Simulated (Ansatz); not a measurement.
# 1T-TiO2 monolayer in a perpendicular field, part 2 of 2

Aim: how the 1T-TiO2 monolayer screens a field along its normal, and what the field does to its bands. A positive field points along +c.

Ansatz 0.2.0; plane-wave DFT, RPBE-D3(BJ), Ansatz PAW (the session's first sound run).

So far. Step 11 (Field on, atoms free, field -0.1 V/Å): The dipole is -0.0141 e·Å, and the gap on the mesh 2.941 eV.

## 12. Response, atoms relaxed (continued)

Electrons, planar mean, per unit field. Table of induced electron density by z:

| z (Å) | induced electron density (e/Å³ per V/Å) |
| --- | --- |
| 4.15 | -7.4e-7 |
| 4.44 | -6.2e-7 |
| 4.74 | -3.1e-7 |
| 5.04 | 6.1e-7 |
| 5.48 | 7.1e-6 |
| 5.78 | 1.5e-5 |
| 6.07 | 3.2e-5 |
| 6.37 | 6.9e-5 |
| 6.67 | 1.5e-4 |
| 6.96 | 3.1e-4 |
| 7.26 | 6.2e-4 |
| 7.55 | 0.00125 |
| 8.00 | 0.00379 |
| 8.29 | 0.00790 |
| 8.59 | 0.0136 |
| 8.89 | 0.00417 |
| 9.18 | -0.0169 |
| 9.48 | -0.0431 |
| 9.78 | -0.0294 |
| 10.22 | 0.0294 |
| 10.52 | 0.0431 |
| 10.81 | 0.0169 |
| 11.11 | -0.00417 |
| 11.41 | -0.0136 |
| 11.70 | -0.00790 |
| 12.00 | -0.00379 |
| 12.44 | -0.00125 |
| 12.74 | -6.2e-4 |
| 13.03 | -3.1e-4 |
| 13.33 | -1.5e-4 |
| 13.63 | -6.9e-5 |
| 13.92 | -3.2e-5 |
| 14.22 | -1.5e-5 |
| 14.52 | -7.1e-6 |
| 14.96 | -6.1e-7 |
| 15.26 | 3.1e-7 |
| 15.55 | 6.2e-7 |
| 15.85 | 7.4e-7 |

The induced dipole is that of a conductor 3.45 Å thick.

## 13. A changed input

This step: plane-wave DFT, RPBE-D3(BJ), Ansatz PAW, but for the change named below (Ansatz 0.2.0).

A run with a changed input: it repeats the earlier run at 0.03 V/Å with hamiltonian.hubbard to sites: [species: Ti, l: d, u_eff: 1.0], double_counting: fll, basis.xc_grid to 4 and magnetization to spin_polarized: true; its output block differs too.

input.yaml

```yaml
crystal:
  lattice:
    - [2.9217629395, 0.0, 0.0]
    - [-1.4608814697, 2.5303209294, 0.0]
    - [0.0, 0.0, 19.9961294729]
  atoms:
    - { symbol: O, position: [0.6666666667, 0.3333333333, 0.4500871037], spin: 4.0 }
    - { symbol: Ti, position: [0.0, 0.0, 0.5], spin: 2.0 }
    - { symbol: O, position: [0.3333333333, 0.6666666667, 0.5499128963], spin: 1.0 }
kpoints:
  mp_grid: { grid: [18, 18, 1] }
  band_path:
    path: [[0, 0, 0], [0.5, 0, 0], [0.33333333, 0.33333333, 0], [0, 0, 0]]
    npoints: 16
hamiltonian:
  xc: rpbe
  dispersion: d3bj
  hubbard: { sites: [{ species: Ti, l: d, u_eff: 1.0 }], double_counting: fll }
scf:
  occupations: { method: fermi_dirac, width: 0.02585 }
  convergence: { dr2_threshold: 1.0e-10 }
efield:
  axis: 3
  dipole_correction: true
  ramp_position: 0.97
  ramp_width: 0.06
  amplitude: 0.03
output:
  write_potential: true
  write_density: true
  volumetric_format: npy
basis:
  xc_grid: 4
magnetization:
  spin_polarized: true
```

Launch:

```sh
> ansatz run input.yaml --threads 2 --pin off --max-ram 3072MiB --backend cpu --events-out ev --progress --plain --runs-dir out
```

The job ended after 40 s (2 threads of Intel Xeon 6975P-C (Granite Rapids), shared host; peak memory 1.2 GiB; 75 s of CPU time).

Numbers from this step:

| Quantity | Value |
| --- | --- |
| gap on the k-mesh | 3.034 eV |
| dipole along the normal | 0.003752 e·Å |
| gap along the path | 3.029 eV |
| gap, the smaller of path and mesh | 3.029 eV |

Deep bands are left out, so band numbers here count from the lowest band kept and differ from the log's. The electronic bands at the labelled points (eV, zero at the Fermi level of the run, which the smearing sets inside the gap; # counts the bands kept):

| point | up #5 | up #6 | up #7 | up #8 | down #5 | down #6 | down #7 | down #8 |
| --- | --- | --- | --- | --- | --- | --- | --- | --- |
| Γ | -1.63 | -1.63 | 1.49 | 1.49 | -1.63 | -1.63 | 1.49 | 1.49 |
| halfway | -2.43 | -1.57 | 1.75 | 2.39 | -2.43 | -1.57 | 1.75 | 2.39 |
| M | -2.58 | -2.23 | 1.58 | 2.66 | -2.58 | -2.23 | 1.58 | 2.66 |
| halfway | -3.11 | -2.32 | 1.82 | 2.69 | -3.11 | -2.32 | 1.82 | 2.69 |
| K | -3.05 | -2.63 | 1.86 | 2.77 | -3.05 | -2.63 | 1.86 | 2.77 |
| halfway | -3.00 | -1.57 | 2.17 | 2.22 | -3.00 | -1.57 | 2.17 | 2.22 |
| Γ | -1.63 | -1.63 | 1.49 | 1.49 | -1.63 | -1.63 | 1.49 | 1.49 |

| quantity | this run | earlier run | difference |
| --- | --- | --- | --- |
| dipole along the normal (e·Å) | 0.003752 | 0.003758 | -5.9e-6 |
| gap along the path (eV) | 3.029 | 2.915 | 0.11 |
| gap on the k-mesh (eV) | 3.034 | 2.919 | 0.11 |

What moves beyond 0.01 in its unit (for the dipole 0.5 % and 5e-5 e·Å): gap along the path (+0.114 eV) and gap on the k-mesh (+0.114 eV).

## 14. The same run with other settings: efield.amplitude = -0.1

This step: plane-wave DFT, RPBE-D3(BJ), Ansatz PAW (Ansatz 0.2.0).

Another changed input: it repeats the earlier run at 0.03 V/Å with efield.amplitude from 0.03 to -0.1.

input.yaml, the sections that differ from step 13:

```yaml
crystal:
  lattice:
    - [2.9217629395, 0.0, 0.0]
    - [-1.4608814697, 2.5303209294, 0.0]
    - [0.0, 0.0, 19.9961294729]
  atoms:
    - { symbol: O, position: [0.6666666667, 0.3333333333, 0.4500871037] }
    - { symbol: Ti, position: [0.0, 0.0, 0.5] }
    - { symbol: O, position: [0.3333333333, 0.6666666667, 0.5499128963] }
hamiltonian:
  xc: rpbe
  dispersion: d3bj
efield:
  axis: 3
  dipole_correction: true
  ramp_position: 0.97
  ramp_width: 0.06
  amplitude: -0.1
# kpoints, scf, output: as in step 13
# basis: removed
# magnetization: removed
```

Elapsed: 6.7 s, on 2 threads; peak memory 0.43 GiB.

This step gave:

| Property | Result |
| --- | --- |
| gap on the k-mesh | 2.919 eV |
| dipole along the normal | -0.01253 e·Å |
| gap along the path | 2.915 eV |
| gap, the smaller of path and mesh | 2.915 eV |

The electronic bands at the labelled points (eV, zero at the Fermi level of the run, which the smearing sets inside the gap):

| point | band 9 | band 10 | band 11 | band 12 | band 13 | band 14 | band 15 | band 16 |
| --- | --- | --- | --- | --- | --- | --- | --- | --- |
| Γ | -4.96 | -2.14 | -1.57 | -1.57 | 1.44 | 1.44 | 3.11 | 5.58 |
| halfway | -4.46 | -3.58 | -2.38 | -1.52 | 1.73 | 2.34 | 2.93 | 4.73 |
| M | -4.00 | -3.33 | -2.50 | -2.17 | 1.53 | 2.62 | 2.75 | 5.32 |
| halfway | -3.43 | -3.39 | -3.06 | -2.26 | 1.76 | 2.66 | 2.71 | 5.30 |
| K | -4.15 | -3.01 | -2.99 | -2.55 | 1.79 | 2.75 | 2.75 | 5.20 |
| halfway | -4.29 | -3.39 | -2.95 | -1.51 | 2.12 | 2.20 | 2.87 | 4.92 |
| Γ | -4.96 | -2.14 | -1.57 | -1.57 | 1.44 | 1.44 | 3.11 | 5.58 |

| quantity | this run | earlier run | difference |
| --- | --- | --- | --- |
| dipole along the normal (e·Å) | -0.01253 | 0.003758 | -0.016 |
| gap along the path (eV) | 2.915 | 2.915 | -9.0e-6 |
| smallest direct gap along the path (eV) | 3.003 | 3.003 | 1.1e-5 |
| gap on the k-mesh (eV) | 2.919 | 2.919 | -7.4e-6 |

The applied field differs, and the slope found earlier predicts a dipole of -0.0125 e·Å; this run gives -0.0125 e·Å, in line with it.

## 15. Summary of results

* gap without field: 2.91 eV
* ionisation energy, upper face: 8.34 eV
* electron affinity, upper face: 5.43 eV
* equivalent conductor thickness, atoms held: 3.07 Å
* equivalent conductor thickness, atoms relaxed: 3.45 Å

What this shows: The induced dipole equals that of a perfect conductor 3.07 Å thick, while the outer atoms lie 2.00 Å apart; an out-of-plane ε follows only once a thickness t is chosen, by 1 − 1/ε = 3.07 Å / t. The gap stays within 0.01 eV of 2.91 eV over the fields run, up to 0.25 V/Å in size. Letting the atoms follow the field adds 0.38 Å to the equivalent conductor thickness: the ionic part of the response. Semilocal functionals give gaps that are too small, and excitons are not included. RPBE with D3(BJ) overbinds, and the relaxed cell is some per cent too small. With this functional, D3(BJ) tends to leave the relaxed cell short of measured lattice constants, by some per cent.

[Long decimals in the printed logs are rounded to 6 places.]

[Logs are printed without paths, hosts, clocks, repeated set-up lines and the standing remarks that a program may print on its own settings, such as how far it seeks lower states.]

[Hosts, paths, dates, database ids (printed as entryN), source tags and the programs' standing remarks are cut or masked in the printed files.]

[Maps of the electrostatic potential energy from Ansatz leave out the sawtooth potential of an applied field or a dipole correction, so their vacuum need not be flat; planar profiles and work functions include it.]
